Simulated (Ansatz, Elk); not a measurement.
# Bonding as seen by X-rays: ZnAs2Pb2

The structure of ZnAs2Pb2 used here is made up (a known structure type with other elements) and was relaxed beforehand with PBE. The aim is the Fourier transform of its all-electron density, F(hkl), set beside the sum over free spherical atoms that refinements use.

Main program and level: Elk 11.2.3 (patched build); DFT, PBE, all-electron APW+lo, Dirac cores, scalar-relativistic bands, static density, no spin.

This account leaves out most program logs.

The structure was built from a prototype and need not be the compound's stable phase.

### Step 1. Starting point

It takes space group P-6m2 (No. 187, hexagonal). The conventional cell has a = 4.247 Å, b = 4.247 Å, c = 8.625 Å, α = 90.00°, β = 90.00°, γ = 120.00°. Nearest to Pb lie 3 As at 3.01 Å. Nearest to As lie 3 Zn at 2.45 Å. As has 6 Pb at 3.01 Å nearest. Nearest to Zn lie 3 As at 2.45 Å. Farther neighbours are not listed.

Structure file:

```cif
data_structure
_symmetry_space_group_name_H-M 'P 1'
_symmetry_Int_Tables_number 1
_cell_length_a 4.2465
_cell_length_b 4.2465
_cell_length_c 8.6246
_cell_angle_alpha 90.000
_cell_angle_beta 90.000
_cell_angle_gamma 120.000
_cell_volume 134.69
loop_
_atom_site_label
_atom_site_type_symbol
_atom_site_fract_x
_atom_site_fract_y
_atom_site_fract_z
_atom_site_occupancy
Pb1 Pb 0.00000 0.00000 0.29775 1
Pb2 Pb 0.00000 0.00000 0.70225 1
As3 As 0.33333 0.66667 0.00000 1
As4 As 0.66667 0.33333 0.50000 1
Zn5 Zn 0.66667 0.33333 0.00000 1
```

### Step 2. Ground state and structure factors

An all-electron density is needed, since X-rays see the cores too. Task 0 finds the density and task 195 Fourier-transforms it; tshift is off so that phases refer to the origin typed.

elk.in reads:

```
tasks
  0
  195

xctype
  20

spinpol
  .false.

rgkmax
  7.0

gmaxvr
  14.0

lmaxo
  7

lmaxapw
  8

swidth
  0.002

tshift
  .false.

ramdisk
  .false.

hmaxvr
  5.5

maxscl
  120

epspot
  1e-06

sppath
  './'

avec
  8.02478035415 -0.00000000000 0.00000000000
  -4.01239017707 6.94966364648 0.00000000000
  0.00000000000 0.00000000000 16.29809959276

atoms
  3
  'Pb.in'
  2
  -0.0000000000 0.0000000000 0.2977506789   0.000000 0.000000 0.000000
  -0.0000000000 0.0000000000 0.7022493211   0.000000 0.000000 0.000000
  'As.in'
  2
  0.3333333333 0.6666666667 0.0000000000   0.000000 0.000000 0.000000
  0.6666666667 0.3333333333 0.5000000000   0.000000 0.000000 0.000000
  'Zn.in'
  1
  0.6666666667 0.3333333333 0.0000000000   0.000000 0.000000 0.000000

ngridk
  6 6 3
```

Run with:

```bash
$ OMP_NUM_THREADS=4 elk
```

Elapsed: 52 s, on 4 threads of Arm Neoverse V1, shared host; peak memory 0.24 GiB; 2.3 min of CPU time.

SFACRHO.OUT:

```text

h k l indices transformed by vhmat matrix:
   1.000000000       0.000000000       0.000000000    
   0.000000000       1.000000000       0.000000000    
   0.000000000       0.000000000       1.000000000    

      h      k      l  multipl.   |H|            Re(F)            Im(F)           |F|

      0      0      0      1   0.0000000       260.00000     -0.33682274E-16   260.00000    
      0      0      1      2  0.38551644      -18.247725      0.34125514E-14   18.247725    
      0      0      2      2  0.77103288      -38.574269      0.50290675E-13   38.574269    
      1      0      0      3  0.90409919       107.05453      -23.025952       109.50282    
      1     -1      0      3  0.90409919       107.05453       23.025952       109.50282    
      1      0     -1      6  0.98286229      -56.655074       26.847185       62.694248    
      1     -1      1      6  0.98286229      -56.655074      -26.847185       62.694248    
      0      0      3      2   1.1565493       137.27494      0.66331155E-13   137.27494    
      1     -1      2      6   1.1882285      -157.22176       21.603848       158.69911    
     -1      1     -2      6   1.1882285      -157.22176      -21.603848       158.69911    
     -1      0      3      6   1.4679924       94.483220      -23.684500       97.406542    
      1      0      3      6   1.4679924       94.483220       23.684500       97.406542    
      0      0     -4      2   1.5420658       121.49784      0.62358191E-13   121.49784    
     -2      1      0      6   1.5659457       205.67625     -0.14304488E-07   205.67625    
     -2      1      1     12   1.6127024      -16.538076      0.16742864E-07   16.538076    
     -2      1      2     12   1.7454735      -37.022027     -0.13755717E-07   37.022027    
      0      1      4      6   1.7875576       11.952411       18.733605       22.221793    
     -1      1      4      6   1.7875576       11.952411      -18.733605       22.221793
```

Elk indexes on the primitive cell of elk.in and gives |H| = 4π sin θ/λ in inverse bohr. Below, one row stands for each form hkl of the conventional cell (m members, Friedel mates merged), F is for one primitive cell and the density is static (no thermal factor). Free-atom factors are Waasmaier and Kirfel's, and R is Σm||F|−|F'||/Σm|F|.

| hkl | m | sin θ/λ (Å⁻¹) | abs F, DFT | neutral atoms | diff. | abs of complex diff. |
| --- | --- | --- | --- | --- | --- | --- |
| 001 | 2 | 0.058 | 18.248 | 18.278 | -0.030 | 0.030 |
| 002 | 2 | 0.116 | 38.574 | 39.119 | -0.545 | 0.545 |
| 100 | 6 | 0.136 | 109.503 | 109.794 | -0.290 | 0.291 |
| 101 | 12 | 0.148 | 62.694 | 62.616 | +0.078 | 0.361 |
| 003 | 2 | 0.174 | 137.275 | 137.526 | -0.251 | 0.251 |
| 102 | 12 | 0.179 | 158.699 | 158.757 | -0.058 | 0.106 |
| 103 | 12 | 0.221 | 97.407 | 97.460 | -0.054 | 0.057 |
| 004 | 2 | 0.232 | 121.498 | 121.705 | -0.207 | 0.207 |
| 110 | 6 | 0.235 | 205.676 | 206.150 | -0.474 | 0.474 |
| 111 | 12 | 0.242 | 16.538 | 16.326 | +0.212 | 0.212 |
| 112 | 12 | 0.263 | 37.022 | 36.571 | +0.451 | 0.451 |
| 104 | 12 | 0.269 | 22.222 | 22.252 | -0.031 | 0.261 |
| 200 | 6 | 0.272 | 95.242 | 95.020 | +0.222 | 0.394 |
| 201 | 12 | 0.278 | 52.679 | 52.981 | -0.302 | 0.305 |
| 005 | 2 | 0.290 | 103.558 | 103.531 | +0.027 | 0.027 |
| 113 | 12 | 0.293 | 118.345 | 118.507 | -0.162 | 0.162 |
| 202 | 12 | 0.296 | 136.683 | 136.914 | -0.231 | 0.284 |
| 105 | 12 | 0.320 | 131.823 | 131.861 | -0.039 | 0.046 |

### Step 3. The highest occupied states alone

An energy window below the Fermi level keeps the highest occupied states, to see at which angles they scatter; shallow core shells can lie inside it and anion s states outside. No new self-consistency is needed.

elk.in: that of step 2 with these lines changed.

```diff
@@ -1,3 +1,2 @@
 tasks
-  0
   195
@@ -40,2 +39,5 @@
 
+wsfac
+  -0.371150 0.480090
+
 sppath
```

Run with:

```bash
$ OMP_NUM_THREADS=4 elk
```

Elapsed: 21 s, on 4 threads; peak memory 0.17 GiB.

States within 15 eV below the Fermi level hold 30.00 electrons; any levels below the window count with the cores. Their amplitudes can exceed the total, where window and core parts have opposite phase:

| hkl | sin θ/λ (Å⁻¹) | abs F, window | abs F, all |
| --- | --- | --- | --- |
| 001 | 0.058 | 9.505 | 18.248 |
| 002 | 0.116 | 12.970 | 38.574 |
| 100 | 0.136 | 9.231 | 109.503 |
| 101 | 0.148 | 6.520 | 62.694 |
| 003 | 0.174 | 8.947 | 137.275 |
| 102 | 0.179 | 9.276 | 158.699 |
| 103 | 0.221 | 6.322 | 97.407 |
| 004 | 0.232 | 7.644 | 121.498 |
| 110 | 0.235 | 7.227 | 205.676 |
| 111 | 0.242 | 6.509 | 16.538 |

### Step 4. Another try

In this try the input is made faulty on purpose, to show what that does.

The input is changed as shown.

elk.in: that of step 3 with these lines changed.

```diff
@@ -1,2 +1,3 @@
 tasks
+  0
   195
@@ -10,3 +11,3 @@
 rgkmax
-  7.0
+  3.5
 
@@ -34,3 +35,3 @@
 maxscl
-  120
+  60
 
@@ -38,5 +39,2 @@
   1e-06
-
-wsfac
-  -0.371150 0.480090
```

Run with:

```bash
$ OMP_NUM_THREADS=4 elk
```

The job ended after 38 s (4 threads; peak memory 0.25 GiB).

The run finished. A setting was moved off its sound value on purpose, so it serves as a test and not as the result.

The fault put into the input: a cutoff far too low.

Its structure factors differ from the first run's by R = 0.1 %.

### Step 5. Another functional

The difference from free atoms is small, so it is set against the change that LDA (Perdew-Wang) makes.

elk.in: that of step 4 with these lines changed.

```diff
@@ -5,3 +5,3 @@
 xctype
-  20
+  3
 
@@ -11,3 +11,3 @@
 rgkmax
-  3.5
+  7.0
 
@@ -35,3 +35,3 @@
 maxscl
-  60
+  120
```

Run with:

```bash
$ OMP_NUM_THREADS=4 elk
```

Run time: 35 s. Hardware: 4 threads; peak memory 0.18 GiB; 97 s of CPU time.

Against the first run R = 0.01 %; the largest change is -0.050 at 300.

### Step 6. Basis size

The basis and the expansions that go with it are enlarged, to see whether the differences are converged.

elk.in: that of step 5 with these lines changed.

```diff
@@ -5,3 +5,3 @@
 xctype
-  3
+  20
 
@@ -11,12 +11,12 @@
 rgkmax
-  7.0
+  8.5
 
 gmaxvr
-  14.0
+  18.0
 
 lmaxo
-  7
+  9
 
 lmaxapw
-  8
+  10
```

Run with:

```bash
$ OMP_NUM_THREADS=4 elk
```

It took 2.3 min on 4 threads; peak memory 0.48 GiB.

Against the first run R = 0.00 %; the largest change is -0.016 at 300.

### Step 7. Settings against the effect

| run | R against the first run (%) | R against neutral atoms, low angle (%) | wall time |
| --- | --- | --- | --- |
| PBE, rgkmax 7 | 0.00 | 0.23 | 52 s |
| LDA (Perdew-Wang) | 0.01 | 0.23 | 35 s |
| rgkmax 8.5 with larger expansions | 0.00 | 0.23 | 2.3 min |

### Step 8. What came out

- R against neutral atoms, sin θ/λ < 0.3 Å⁻¹: 0.23 %
- R against neutral atoms, 0.3 to 0.78 Å⁻¹: 0.07 %

**Reading.** Independent neutral atoms miss the calculated amplitudes by R = 0.23 % below 0.3 Å⁻¹ and 0.07 % from there to 0.78 Å⁻¹; by shells, 0.25 % below 0.15 Å⁻¹ (4 forms), 0.23 % 0.15 to 0.3 (13 forms), 0.09 % 0.3 to 0.45 (21 forms), 0.06 % above 0.45 (111 forms). Bonding, aspherical density and the tables' own atoms all enter these figures, and the runs don't part them. The largest change of an amplitude is -0.54 electrons, at 002. R counts amplitudes alone; phases shift too. The window's part falls from 30.0 electrons at the origin to at most 3.12 between 0.45 and 0.78 Å⁻¹, where compact states inside the window still scatter. Below 0.3 Å⁻¹ the changes that finished (LDA (Perdew-Wang) and rgkmax 8.5 with larger expansions) move F by R = 0.01 % at most, against the 0.23 % that separates it from free atoms. The k-mesh has no finished test. Spin-orbit coupling is left out, which can matter for elements this heavy. Part of the difference isn't bonding: the tables are fits to free atoms and ions calculated by other methods than this functional. Thermal motion, anomalous dispersion and extinction are left out.

[Logs are printed without paths, hosts, clocks, repeated set-up lines and the standing remarks that a program may print on its own settings, such as how far it seeks lower states.]

[Hosts, paths, dates, database ids (printed as entryN), source tags and the programs' standing remarks are cut or masked in the printed files.]
